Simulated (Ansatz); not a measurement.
# NaF (Villiaumite, Fm-3m): converging a phonon calculation

How do the frequencies of NaF (Villiaumite, Fm-3m) move with q mesh, k mesh and cutoff?

Calculated with Ansatz 0.2.0; DFT PBEsol, scalar-relativistic, plane waves, PAW.

**1. The starting structure**

Symmetry: Fm-3m, No. 225, cubic system. Conventional cell: a = 4.630 Å, b = 4.630 Å, c = 4.630 Å, α = 90.00°, β = 90.00°, γ = 90.00°. Nearest to Na lie 6 F at 2.32 Å. Nearest to F lie 6 Na at 2.32 Å. Farther neighbours and most contacts between anions are not listed.

**2. Tight relaxation**

Phonons need a cell at rest on their own settings, so the relaxation is repeated with tight tolerances on forces and stress, using the mesh and the filling of the phonon run that follows.

The input, input.yaml:

```yaml
crystal:
  lattice:
    - [0.0, 2.3151008986, 2.3151008986]
    - [2.3151008986, 0.0, 2.3151008986]
    - [2.3151008986, 2.3151008986, 0.0]
  atoms:
    - { symbol: Na, position: [0.0, 0.0, 0.0] }
    - { symbol: F, position: [0.5, 0.5, 0.5] }
kpoints:
  mp_grid: { grid: [8, 8, 8] }
hamiltonian:
  xc: pbesol
scf:
  occupations: { method: fixed }
output:
  forces: true
  stress: true
  eigenvalues: true
relax:
  adjacent_minimum: "off"
  f_tol: 0.001
  max_steps: 60
  cell: { stress_tol: 0.01 }
```

Launch:

```console
$ ansatz run input.yaml --threads 4 --pin off --max-ram 7168MiB --backend cpu --events-out ev --progress --plain --runs-dir out
```

Numbers of over 12 decimals in the logs are rounded to 6 here.

Log:

```text
Engine: ansatz 0.2.0, aarch64-unknown-linux-gnu
Pseudopotentials: kind: paw
Pseudopotential: Na, paw, valence charge 9, recommended cutoff 420 eV (normal), Na.paw.azcp
Pseudopotential: F, paw, valence charge 7, recommended cutoff 420 eV (normal), F.paw.azcp
Functional definition: PBEsol
  exchange = pbesol_x
  correlation = pbesol_c
Crystal: 2 atoms, lattice volume = 24.816 Å³
[...]
--- Relaxed structure (3 steps of the walk, 3 accepted, 1 SCFs on fresh bases) ---
  F+E_penalty+E_count = -2278.92242838 eV   max|allowed force component| = 1.463e-29 eV/Å   (the final SCF, on the basis selected at the relaxed cell)
  cell:  # Å, volume = 24.8001 Å³
    - [0, 2.314591, 2.314591]
    - [2.314591, 0, 2.314591]
    - [2.314591, 2.314591, 0]
  atoms:
    - { symbol: Na, position: [0, 0, 0] }
    - { symbol: F, position: [0.5, 0.5, 0.5] }
[key lines of the parts left out:]
SCF converged after 8 iterations
Free energy (F): -2278.922428 eV
Fermi energy:    0.949743 eV
P = ⅓ Tr σ = -0.0036 GPa (-0.036 kbar)
```

Elapsed: 1.2 s, on 4 threads of Arm Neoverse V1, shared host; peak memory 0.27 GiB.

Little changed from the start: no atom moved by 0.005 Å and no cell edge by 0.1 %.

This step gave:

```yaml
pressure: -0.003593 GPa
gap_on_the_k_mesh: 6.198 eV
volume_per_atom: 12.40 Å³
direct_gap_on_mesh: 6.198 eV
```

The forces vanish by symmetry and the pressure is -0.004 GPa, within the tolerances set. The cell now holds 12.40 Å³/atom.

**3. Phonons on a q mesh**

Stability and thermal properties need the whole zone. Linear response on a 4×4×4 q mesh gives force constants as far as a supercell of that size would, and the tensors from the zone-centre run are typed in so that the long-range dipole term is interpolated apart.

The input, input.yaml:

```yaml
crystal:
  lattice:
    - [0.0, 2.3145907857, 2.3145907857]
    - [2.3145907857, 0.0, 2.3145907857]
    - [2.3145907857, 2.3145907857, 0.0]
  atoms:
    - { symbol: Na, position: [0.0, 0.0, 0.0] }
    - { symbol: F, position: [0.5, 0.5, 0.5] }
kpoints:
  mp_grid: { grid: [8, 8, 8] }
hamiltonian:
  xc: pbesol
scf:
  occupations: { method: fixed }
output:
  eigenvalues: true
phonons:
  method: dfpt
  qmesh: [4, 4, 4]
  temperatures: { t_max: 1000, t_step: 50 }
  qpath:
    path:
      - [[0.0, 0.0, 0.0], [0.5, 0.0, 0.5], [0.625, 0.25, 0.625]]
      - [[0.375, 0.375, 0.75], [0.0, 0.0, 0.0], [0.5, 0.5, 0.5], [0.5, 0.25, 0.75], [0.5, 0.0, 0.5]]
    npoints: 10
  non_analytic_term:
    high_frequency_dielectric_tensor: [[1.895, 0.0, 0.0], [0.0, 1.895, 0.0], [0.0, 0.0, 1.895]]
    born_effective_charges:
      - { species: Na, tensor: [[1.0121, 0.0, 0.0], [0.0, 1.0121, 0.0], [0.0, 0.0, 1.0121]] }
      - { species: F, tensor: [[-1.0121, 0.0, 0.0], [0.0, -1.0121, 0.0], [0.0, 0.0, -1.0121]] }
    source: "zone-centre run at this cell"
```

Log:

```text
[...]
Crystal: 2 atoms, lattice volume = 24.800 Å³
Basis set: ecut = 420 eV, 531 PW (Γ), exchange–correlation on 48×48×48 points (8 copies of the dense FFT grid, shifted against one another)
Bands: 12, of which v1, the nominal top of the filled ones, is band 8 counted from 1 (7 counted from 0)
Symmetry: 48 space group operations
k-points: 29 of 512
[...]
SCF iter   1: F=—  HF=-2278.929754 eV  |F-HF|=—  |Δ(HF+E_count)|=         —  Δρ=1.16e-2  dr2=2.02e-2  ethr=1.77e-3  ⟨swp⟩=4.6  Hψ=1695  notcnv=0  defer=54
[...]
SCF iter   8: F=-2278.922428 eV  HF=-2278.922428 eV  |F-HF|=4.55e-13  |Δ(HF+E_count)|=  3.68e-11  Δρ=3.64e-8  dr2=2.12e-13  ethr=1.00e-12  ⟨swp⟩=6.9  Hψ=1820  notcnv=0
SCF 1 converged in 8 iterations: F = -2278.922428 eV  dr2 = 2.12e-13
[...]
NSCF: frozen V_eff on 29 k-points
[...]
DFPT response loops at q = (0, 0, 0) (fractional): preconditioner auto → none (the input reference at scf.mixing.eps_inf says where Resta's filter doesn't serve); β = 0.50; Broyden in place of MSR1
[...]
SCF converged after 8 iterations
Free energy (F): -2278.922428 eV
[...]
Internal energy: -2278.922428 eV  (E = F + TS)
E sigma→0 (E₀):  -2278.922428 eV
Fermi energy:    0.949745 eV
[...]
--- Band table (eV; the first three rows and the last of 29) ---
  k-point 0: bands = [... 4 lower, -17.8125, 0.9497, 0.9497, 0.9497, 7.1479, 19.8042, 19.8042, 19.8042]
  k-point 1: bands = [... 4 lower, -17.6043, 0.6480, 0.9114, 0.9114, 7.6980, 18.0322, 20.0452, 20.0452]
  k-point 2: bands = [... 4 lower, -17.3296, 0.0360, 0.8195, 0.8195, 9.0182, 15.9429, 20.5813, 20.5813]
  k-point 28: bands = [... 4 lower, -17.3675, 0.0591, 0.0591, 0.3693, 14.0096, 14.0096, 16.1365, 17.7651]
--- Phonons (Γ-DFPT): 2 representative perturbations + reference (Σ response iterations 7) ---
  ASR residual: 1.918e-5 → 0.000e0 eV/Å²; symmetrization residual: 1.020e-6 eV/Å²
  ASR residual per site (eV/Å²): 1.92e-5 3.45e-6
  Γ frequencies (cm⁻¹): 0.00 0.00 0.00 239.34 239.34 239.34
--- Phonons (arbitrary-q DFPT): 8 irreducible q on the 4×4×4 mesh ---
  q = [0.0000, 0.0000, 0.0000] (star 1, of the zone-centre solve; hermiticity 9.31e-7, symmetrization 1.35e-12): -0.00 0.00 0.00 239.34 239.34 239.34
  q = [0.0000, 0.0000, 0.2500] (star 8, 2 solved perturbations on 288 of 512 k-point pairs; hermiticity 6.75e-7, symmetrization 5.06e-13): 104.97 104.97 165.89 227.05 227.05 376.35
[...]
q = [0.0000, 0.2500, 0.2500] (star 6, 4 solved perturbations in 528 linear systems a pass and spin channel, the states on 164 of 512 k-point pairs; hermiticity 4.87e-7, symmetrization 1.84e-13): 100.38 100.38 192.14 246.50 246.50 339.90
[...]
sum rule: each row above includes the acoustic sum rule's correction from the zone centre's row sums; it moved no ω² by more than (0.48 cm⁻¹)²
  mesh force constants: q→R imaginary residual 3.25e-18; ASR residual 1.918e-5 → 0.000e0 eV/Å²; symmetrization residual 3.109e-15 eV/Å²
  interpolated dispersion: 63 rows × 6 modes
  density of states and harmonic sums: on the 24×24×24 q-mesh, interpolated from the force constants of a 4×4×4 supercell (with the dipole–dipole term of supplied tensors)
  largest difference from the sums on the solved wave vectors: F 1.06e-2 eV, S 1.47e-5 and C_V 4.00e-6 eV/K
  zero-point energy: 0.081159 eV/cell   skipped modes (ω ≤ 0): 3   left out of the sums: 3.62e-5 of the cell's modes: C_V's classical limit lies that fraction below 3 k_B per atom; for a crystal, a wire or a layer, F and S can be off by more, and a phonons.interpolated_qmesh denser along its periods is the remedy for the sampling
```

Elapsed: 33 s, on 4 threads; peak memory 0.6 GiB; 2 min of CPU time.

This step gave:

```yaml
sum_rule_residual_before_enforcement: 1.92e-5 eV/Å²
lowest_frequency_on_the_path: 0 cm⁻¹
point_group: m-3m
highest_frequency_on_the_path_or_at_a_solved_wavevector: 400.5 cm⁻¹
mean_frequency: 218.2 cm⁻¹
debye_temperature_second_moment: 422 K
logarithmic_mean_frequency: 208 cm⁻¹
highest_optical_mode_at_the_zone_centre_no_lo_to_term: 239.3 cm⁻¹
lowest_optical_zone_centre_mode: 239.3 cm⁻¹
lowest_mode_on_the_q_mesh_acoustic_modes_at_gamma_apart: 100.4 cm⁻¹
zero_point_energy_per_atom: 40.58 meV
heat_capacity_at_300_k: 22.66 J/(mol atoms K)
vibrational_entropy_at_300_k: 26.19 J/(mol atoms K)
```

Frequencies (cm⁻¹) solved at each irreducible wavevector; negative means imaginary. Frequencies by wavevector, by row:

```csv
q in reciprocal lattice units,star,mode 1,mode 2,mode 3,mode 4,mode 5,mode 6
0 0 0,1,0,0,0,239.3,239.3,239.3
0 0 0.25,8,105,105,165.9,227.1,227.1,376.4
0 0 -0.5,4,173,173,194.6,194.6,295.8,301.6
0 0.25 0.25,6,100.4,100.4,192.1,246.5,246.5,339.9
0 0.25 -0.5,24,148.1,191.2,226.3,232.7,252.9,293.8
0 0.25 -0.25,12,164.3,170.2,197.2,226.3,255.3,316.7
0 -0.5 -0.5,3,141.2,141.2,252,253.6,253.6,280.7
0.25 -0.5 -0.25,6,203.3,208.3,208.3,226.2,264.7,264.7
```

Interpolated from a 4×4×4 q mesh, with the LO-TO term (at Γ the limit along the path; where Γ stands inside the path, tables give the limit on arrival). Phonon branches along the path, in cm⁻¹:

```csv
point,branch 1,branch 2,branch 3,branch 4,branch 5,branch 6
Γ,0,0,0,239,239,400
halfway,100,100,192,246,246,340
X,141,141,252,254,254,281
halfway,145,164,247,249,256,278
U,156,212,230,234,260,270
jump to K,156,212,230,234,260,270
halfway,123,136,188,211,249,354
Γ,0,0,0,239,239,400
halfway,105,105,166,227,227,376
L,173,173,195,195,296,302
halfway,174,184,218,232,266,284
W,203,208,208,226,265,265
halfway,164,167,242,246,257,275
X,141,141,252,254,254,281
```

The phonon branches as a text plot (rows in cm⁻¹):

```
    392 |***                        ********
    375 |   *                    ***        *
    359 |    **                 *            **
    342 |      *                               *
    325 |       *              *                *
    309 |                    **                  **
    292 |        ***                             *****
    275 |           ******* *                   *    ****   *****
    259 |         **************               *      ***********
    242 |*********     ******   ***********            **   ***
    225 |       *         ** **  ***       ****      ********
    209 |                ****  **             **   ***   ***
    192 |      *            *** *            *  ****  **** **
    175 |               *   ***                  ********   **
    159 |    **        * ***   * *          *  **             *
    142 |         *******      **          *  *                **
    125 |   *    *              * **         *
    108 |      **                *        * *
     92 |  * **                  ****      *
     75 |                         **     *
     58 |   *                       *     *
     42 | **                        **  **
     25 | *                          *  *
      8 |*                            **
         Γ           X  U|K            Γ         L        W     X
```

Symmetry leaves 8 wavevectors to solve. The lowest mode among them, the acoustic zeros apart, lies at q = (0, 0.25, 0.25) and is real, 100 cm⁻¹.

**4. Another q mesh, q mesh 2×2×2**

The q mesh is changed to 2×2×2, to see how far the force constants must reach.

input.yaml, as its differences from that of step 3:

```diff
@@ -18,3 +18,3 @@
   method: dfpt
-  qmesh: [4, 4, 4]
+  qmesh: [2, 2, 2]
   temperatures: { t_max: 1000, t_step: 50 }
```

Log:

```text
[...]
Crystal: 2 atoms, lattice volume = 24.800 Å³
Basis set: ecut = 420 eV, 531 PW (Γ), exchange–correlation on 48×48×48 points (8 copies of the dense FFT grid, shifted against one another)
Bands: 12, of which v1, the nominal top of the filled ones, is band 8 counted from 1 (7 counted from 0)
Symmetry: 48 space group operations
k-points: 29 of 512
[...]
SCF iter   1: F=—  HF=-2278.929754 eV  |F-HF|=—  |Δ(HF+E_count)|=         —  Δρ=1.16e-2  dr2=2.02e-2  ethr=1.77e-3  ⟨swp⟩=4.6  Hψ=1695  notcnv=0  defer=54
[...]
SCF iter   8: F=-2278.922428 eV  HF=-2278.922428 eV  |F-HF|=4.55e-13  |Δ(HF+E_count)|=  3.68e-11  Δρ=3.64e-8  dr2=2.12e-13  ethr=1.00e-12  ⟨swp⟩=6.9  Hψ=1820  notcnv=0
SCF 1 converged in 8 iterations: F = -2278.922428 eV  dr2 = 2.12e-13
[...]
SCF converged after 8 iterations
Free energy (F): -2278.922428 eV
[...]
Internal energy: -2278.922428 eV  (E = F + TS)
E sigma→0 (E₀):  -2278.922428 eV
Fermi energy:    0.949745 eV
[...]
--- Band table (eV; the first three rows and the last of 29) ---
  k-point 0: bands = [... 4 lower, -17.8125, 0.9497, 0.9497, 0.9497, 7.1479, 19.8042, 19.8042, 19.8042]
  k-point 1: bands = [... 4 lower, -17.6043, 0.6480, 0.9114, 0.9114, 7.6980, 18.0322, 20.0452, 20.0452]
  k-point 2: bands = [... 4 lower, -17.3296, 0.0360, 0.8195, 0.8195, 9.0182, 15.9429, 20.5813, 20.5813]
  k-point 28: bands = [... 4 lower, -17.3675, 0.0591, 0.0591, 0.3693, 14.0096, 14.0096, 16.1365, 17.7651]
[...]
ASR residual: 1.918e-5 → 0.000e0 eV/Å²; symmetrization residual: 1.020e-6 eV/Å²
  ASR residual per site (eV/Å²): 1.92e-5 3.45e-6
  Γ frequencies (cm⁻¹): 0.00 0.00 0.00 239.34 239.34 239.34
--- Phonons (arbitrary-q DFPT): 3 irreducible q on the 2×2×2 mesh ---
[...]
interpolated dispersion: 63 rows × 6 modes
[...]
```

Run time: 6.1 s. Hardware: 4 threads; peak memory 0.4 GiB; 22 s of CPU time.

Numbers from this step:

| Property | Result |
| --- | --- |
| mean frequency | 217.8 cm⁻¹ |
| Debye temperature (second moment) | 421 K |
| logarithmic mean frequency | 207.7 cm⁻¹ |
| lowest mode on the q mesh (acoustic modes at Γ apart) | 141.2 cm⁻¹ |
| zero-point energy per atom | 40.51 meV |
| vibrational entropy at 300 K | 26.22 J/(mol atoms K) |

Frequencies (cm⁻¹) solved at each irreducible wavevector; negative means imaginary. Frequencies by wavevector, by row:

```csv
q in reciprocal lattice units,star,mode 1,mode 2,mode 3,mode 4,mode 5,mode 6
0 0 0,1,0,0,0,239.3,239.3,239.3
0 0 -0.5,4,173,173,194.6,194.6,295.8,301.6
0 -0.5 -0.5,3,141.2,141.2,252,253.6,253.6,280.7
```

Interpolated from a 2×2×2 q mesh, rough between the solved points, with the LO-TO term (at Γ the limit along the path; where Γ stands inside the path, tables give the limit on arrival). Phonon branches along the path, in cm⁻¹:

```csv
point,branch 1,branch 2,branch 3,branch 4,branch 5,branch 6
Γ,0,0,0,239,239,400
halfway,103,103,193,248,248,340
X,141,141,252,254,254,281
halfway,144,163,247,249,255,277
U,152,211,228,235,257,270
jump to K,152,211,228,235,257,270
halfway,122,137,190,208,251,353
Γ,0,0,0,239,239,400
halfway,107,107,168,226,226,376
L,173,173,195,195,296,302
halfway,171,181,221,229,270,280
W,203,205,205,222,265,265
halfway,162,166,241,244,257,274
X,141,141,252,254,254,281
```

The phonon branches as a text plot (rows in cm⁻¹):

```
    392 |***                        ********
    375 |   *                    ***        *
    359 |    **                 *            **
    342 |      *                               *
    325 |       *              *                *
    309 |                    **                  **
    292 |        ***                             *****
    275 |           ******* *                   *    ****   *****
    259 |        ****************              *       **********
    242 |*********     ******    **********                 ***
    225 |       *        *** **  ****      ****      ********
    209 |                ****  **             **   ***   ***
    192 |      *            *****            *  ***    *** **
    175 |               *    **             *   *********   **
    159 |    **        *  ***  * *             *              *
    142 |         ********     **          *  *                **
    125 |   *    *              * **         *
    108 |      **                *        * *
     92 |  * **                  ****      *
     75 |   *                     **     *
     58 |                           *     *
     42 | **                        **  **
     25 | *                          *  *
      8 |*                            **
         Γ           X  U|K            Γ         L        W     X
```

The mean frequency is 217.8 cm⁻¹, -0.4 cm⁻¹ against the base run.

The highest branch reaches 400 cm⁻¹ on this path, at Γ. No branch goes imaginary on this path.

**5. Another q mesh, k-mesh 9×9×9, q mesh 3×3×3**

The q mesh is changed to 3×3×3, to see how far the force constants must reach; the k mesh is 9×9×9, against 8×8×8 in the base run, so that the q mesh divides it.

input.yaml, as its differences from that of step 4:

```diff
@@ -9,3 +9,3 @@
 kpoints:
-  mp_grid: { grid: [8, 8, 8] }
+  mp_grid: { grid: [9, 9, 9] }
 hamiltonian:
@@ -18,3 +18,3 @@
   method: dfpt
-  qmesh: [2, 2, 2]
+  qmesh: [3, 3, 3]
   temperatures: { t_max: 1000, t_step: 50 }
```

Log:

```text
[...]
Crystal: 2 atoms, lattice volume = 24.800 Å³
Basis set: ecut = 420 eV, 531 PW (Γ), exchange–correlation on 48×48×48 points (8 copies of the dense FFT grid, shifted against one another)
Bands: 12, of which v1, the nominal top of the filled ones, is band 8 counted from 1 (7 counted from 0)
Symmetry: 48 space group operations
k-points: 35 of 729
[...]
k-point 34: bands = [... 4 lower, -17.3539, -0.0680, 0.1541, 0.4245, 13.6126, 14.0603, 16.3615, 18.1190]
[...]
ASR residual: 1.875e-5 → 0.000e0 eV/Å²; symmetrization residual: 1.281e-6 eV/Å²
  ASR residual per site (eV/Å²): 1.87e-5 3.02e-6
  Γ frequencies (cm⁻¹): 0.00 0.00 0.00 239.34 239.34 239.34
--- Phonons (arbitrary-q DFPT): 4 irreducible q on the 3×3×3 mesh ---
[...]
interpolated dispersion: 63 rows × 6 modes
[...]
[key lines of the parts left out:]
SCF converged after 8 iterations
Free energy (F): -2278.922370 eV
Fermi energy:    0.949722 eV
```

The job ended after 20 s (4 threads; peak memory 0.55 GiB).

The mean frequency is 218.1 cm⁻¹, -0.1 cm⁻¹ against the base run, whose k mesh differs too.

**6. Another q mesh, k-mesh 12×12×12, q mesh 6×6×6**

The q mesh is changed to 6×6×6, to see how far the force constants must reach; the k mesh is 12×12×12, against 8×8×8 in the base run, so that the q mesh divides it.

input.yaml, as its differences from that of step 5:

```diff
@@ -9,3 +9,3 @@
 kpoints:
-  mp_grid: { grid: [9, 9, 9] }
+  mp_grid: { grid: [12, 12, 12] }
 hamiltonian:
@@ -18,3 +18,3 @@
   method: dfpt
-  qmesh: [3, 3, 3]
+  qmesh: [6, 6, 6]
   temperatures: { t_max: 1000, t_step: 50 }
```

Log:

```text
[...]
Crystal: 2 atoms, lattice volume = 24.800 Å³
Basis set: ecut = 420 eV, 531 PW (Γ), exchange–correlation on 48×48×48 points (8 copies of the dense FFT grid, shifted against one another)
Bands: 12, of which v1, the nominal top of the filled ones, is band 8 counted from 1 (7 counted from 0)
Symmetry: 48 space group operations
k-points: 72 of 1728
[...]
k-point 71: bands = [... 4 lower, -17.3675, 0.0591, 0.0591, 0.3693, 14.0096, 14.0096, 16.1365, 17.7651]
[...]
ASR residual: 1.607e-5 → 0.000e0 eV/Å²; symmetrization residual: 1.313e-6 eV/Å²
  ASR residual per site (eV/Å²): 1.61e-5 9.96e-6
  Γ frequencies (cm⁻¹): 0.00 0.00 0.00 239.34 239.34 239.34
--- Phonons (arbitrary-q DFPT): 16 irreducible q on the 6×6×6 mesh ---
[...]
interpolated dispersion: 63 rows × 6 modes
[...]
[key lines of the parts left out:]
SCF converged after 8 iterations
Free energy (F): -2278.922385 eV
Fermi energy:    0.949729 eV
```

Run time: 5.1 min. Hardware: 4 threads; peak memory 1.3 GiB; 20 min of CPU time.

The mean frequency is 218.2 cm⁻¹, +0.0 cm⁻¹ against the base run, whose k mesh differs too.

**7. Comparing the runs**

Times are for 4 threads of Arm Neoverse V1, shared host. The series side by side:

```csv
no.,q mesh,k-mesh,mean frequency (cm⁻¹),zero-point energy per atom (meV),lowest frequency on the path (cm⁻¹),time,memory (GiB)
1,2×2×2,8×8×8,217.8,40.51,0,6.1 s,0.40
2,3×3×3,9×9×9,218.1,40.57,0,20 s,0.55
3,6×6×6,12×12×12,218.2,40.58,0,5.1 min,1.3
```

The runs together. Table of phonon density of states by wavenumber; read off at these points; values in 1/cm⁻¹/cell:

```csv
wavenumber (cm⁻¹),"2×2×2, 8×8×8","3×3×3, 9×9×9","6×6×6, 12×12×12"
2,0,0,0
18,1.0e-4,1.5e-4,1.2e-4
32,4.6e-4,5.9e-4,5.1e-4
42,8.3e-4,0.001,9.0e-4
58,0.0016,0.00187,0.00172
72,0.0027,0.00301,0.00286
88,0.00423,0.00451,0.0044
98,0.00556,0.00581,0.00575
112,0.00833,0.0083,0.00842
128,0.0127,0.0121,0.0125
142,0.0241,0.0209,0.0221
152,0.0267,0.0247,0.0248
168,0.0366,0.0310,0.0316
182,0.0210,0.0227,0.0223
198,0.0308,0.0293,0.0267
208,0.0333,0.0337,0.0330
222,0.0384,0.0391,0.0398
238,0.0502,0.0537,0.0563
248,0.0575,0.0595,0.0590
252,0.0447,0.0425,0.0432
258,0.0529,0.0554,0.0564
262,0.0301,0.0211,0.0178
278,0.0201,0.0197,0.0211
292,0.0101,0.0109,0.0109
308,0.00855,0.00912,0.00892
318,0.00749,0.00777,0.00771
332,0.00634,0.00651,0.00648
348,0.00531,0.00542,0.00541
362,0.00435,0.00441,0.0044
372,0.00366,0.00369,0.0037
388,0.00241,0.00239,0.00244
402,0,0,0
```

The runs together, line C_V. C_V against temperature; values in J/mol-atom/K:

```csv
temperature (K),"2×2×2, 8×8×8","3×3×3, 9×9×9","6×6×6, 12×12×12"
0,0,0,0
50,3.15,3.15,3.14
100,12.0,12,12.0
150,17.4,17.4,17.4
200,20.2,20.2,20.2
250,21.8,21.8,21.8
300,22.7,22.7,22.7
350,23.2,23.2,23.2
400,23.6,23.6,23.6
450,23.9,23.9,23.9
500,24.1,24.1,24.1
550,24.2,24.2,24.2
600,24.3,24.3,24.3
650,24.4,24.4,24.4
700,24.5,24.5,24.5
750,24.6,24.6,24.6
800,24.6,24.6,24.6
850,24.6,24.6,24.6
900,24.7,24.7,24.7
950,24.7,24.7,24.7
1000,24.7,24.7,24.7
```

[end of part 1 of 3]

[Logs are printed without paths, hosts, clocks, repeated set-up lines and the standing remarks that a program may print on its own settings, such as how far it seeks lower states.]

[Hosts, paths, dates, database ids (printed as entryN), source tags and the programs' standing remarks are cut or masked in the printed files.]
